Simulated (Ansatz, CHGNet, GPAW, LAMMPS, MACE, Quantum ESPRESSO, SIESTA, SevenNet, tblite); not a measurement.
**Other levels on 47In2O3-53ZnO (mol %) with crystalline order left by the classical run (65 atoms)**

Density of this cell: 6.57 g/cm³. The cell holds 65 atoms: 18 In, 10 Zn and 37 O. Its edges and angles: a = 9.427 Å, b = 9.427 Å, c = 9.427 Å, α = 90.0°, β = 90.0°, γ = 90.0°. 65 atoms (18 Sc, 10 Zn, 37 O) placed at random at 4.13 g/cm³, melted at 5000 K for 10 ps at fixed volume with the Morse and Coulomb pair potential with partial charges (Pedone, Malavasi, Menziani, Cormack and Segre, J. Phys. Chem. B 110, 11780 (2006)). Quenched from 5000 K to 300 K at 30 K/ps and fixed volume, held 10 ps at zero pressure, then minimised at fixed cell. Then Sc was replaced by In and the cell scaled by 1.027 (the potential has no terms for the new elements, so the cell is a start for a DFT relaxation).

Geometry: as built.

The reference, a calculation:

```
method                 : Kohn-Sham DFT, PBE, SSSP efficiency 1.3.0 pseudopotentials, plane waves (Quantum ESPRESSO 7.5); sssp-pbe-1.3.0-efficiency, cutoffs 60/480 Ry, Γ point
r.m.s. force component : 0.31 eV/Å
longest force          : 0.9104 eV/Å
pressure               : 2.61 GPa
time                   : 3.4 min on 4 MPI ranks of Arm Neoverse V1, shared host
CPU time               : 14 min
```

**Question.** The same geometry is run in other programs. How far does each lie from the reference, and what does it cost?
- GPAW PBE, LCAO dzp, h 0.25 Å (GPAW 26.7.0; 1 thread)
- SIESTA PBE, SZP, shift 0.01 Ry, mesh 500 Ry (SIESTA 5.4.2; 2 MPI ranks)
- CHGNet r2SCAN potential (CHGNet r2SCAN; 1 thread)
- MACE MP-0b2 small potential (MACE MP-0b2 small; 1 thread)
- SIESTA PBE, DZ, shift 0.01 Ry, mesh 500 Ry (SIESTA 5.4.2; 2 MPI ranks)
- GPAW PBE, LCAO dzp, h 0.18 Å (GPAW 26.7.0; 1 thread)
- SevenNet 0 potential (SevenNet 0; 1 thread)
- GPAW RPBE, LCAO dzp, h 0.18 Å (GPAW 26.7.0; 1 thread)
- GPAW PBE, grid h 0.24 Å (GPAW 26.7.0; 2 MPI ranks)
- SIESTA PBE, DZP, shift 0.01 Ry, mesh 500 Ry (SIESTA 5.4.2; 2 MPI ranks)

Differences are against the plane-wave reference, forces as r.m.s. over components; share is that over the reference's r.m.s. force, slope the least-squares factor from reference forces to these. Total energies of different programs have different zeros and aren't compared.

```
                                                 run  Δ force, r.m.s. (meV/Å)  share (%)  slope  Δ pressure (GPa)  cores  CPU time  memory (GiB)
                                           reference                        -          -      -                 -      4    14 min           2.6
               GPAW PBE, LCAO dzp, h 0.25 Å (coarse)                      932        301  0.997                 -      1   2.6 min          0.69
SIESTA PBE, SZP, shift 0.01 Ry, mesh 500 Ry (coarse)                      125       40.2  1.244             0.651      2   6.6 min           1.7
                             CHGNet r2SCAN potential                      111       35.8  0.734             -4.86      1     4.3 s          0.93
                         MACE MP-0b2 small potential                     68.4       22.1  0.931             0.896      1     8.3 s          0.67
 SIESTA PBE, DZ, shift 0.01 Ry, mesh 500 Ry (coarse)                      196       63.1  1.246             -2.54      2   3.2 min           1.3
                        GPAW PBE, LCAO dzp, h 0.18 Å                     67.7       21.8  1.069                 -      1   6.3 min           1.6
                                SevenNet 0 potential                     57.4       18.5  0.965             0.674      1     9.4 s          0.83
                       GPAW RPBE, LCAO dzp, h 0.18 Å                      194       62.6  0.794                 -      1   5.5 min           1.6
                    GPAW PBE, grid h 0.24 Å (coarse)                      232       74.9  0.980                 -      2    14 min           1.3
         SIESTA PBE, DZP, shift 0.01 Ry, mesh 500 Ry                     90.9       29.3  1.130            -0.386      2   8.2 min           1.9
```

Rows marked coarse were listed beforehand as settings not expected to be converged; some can still land near the reference.

Times of the machine-learned potentials are mostly Python's start and the loading of weights.

CPU time is summed over cores on a shared host, where runs went side by side, so it is rough. Symmetry, cutoffs, thresholds, outputs and thread counts weren't matched or tuned between programs; memory under MPI is the largest rank's times the ranks.

The PBE runs in local orbitals, coarse settings apart, differ by 22 % (GPAW PBE, LCAO dzp, h 0.18 Å) to 29 % (SIESTA PBE, DZP, shift 0.01 Ry, mesh 500 Ry); basis, grid and potentials can all enter. Machine-learned potentials differ by 19 % (SevenNet 0 potential) to 36 % (CHGNet r2SCAN potential); they were trained on other programs' data, some at another functional. Rows with another functional or a dispersion term differ by 63 % (GPAW RPBE, LCAO dzp, h 0.18 Å), which mixes the change of model with differences of basis and potentials. Runs with settings chosen to be coarse differ by 40 % (SIESTA PBE, SZP, shift 0.01 Ry, mesh 500 Ry) to 301 % (GPAW PBE, LCAO dzp, h 0.25 Å), their programs' other errors included. Machine-learned potentials mimic data converged in k, so the reference's own k-point error enters their differences. The network of bonds at the start is that of the classical potential that made the cell, and needn't be the one that DFT or experiment would give. The electronic-structure runs sample only Γ, in a cell whose shortest periodic width is 9 Å.

[Logs are printed without paths, hosts, clocks, repeated set-up lines and the standing remarks that a program may print on its own settings, such as how far it seeks lower states.]

[Hosts, paths, dates, database ids (printed as entryN), source tags and the programs' standing remarks are cut or masked in the printed files.]
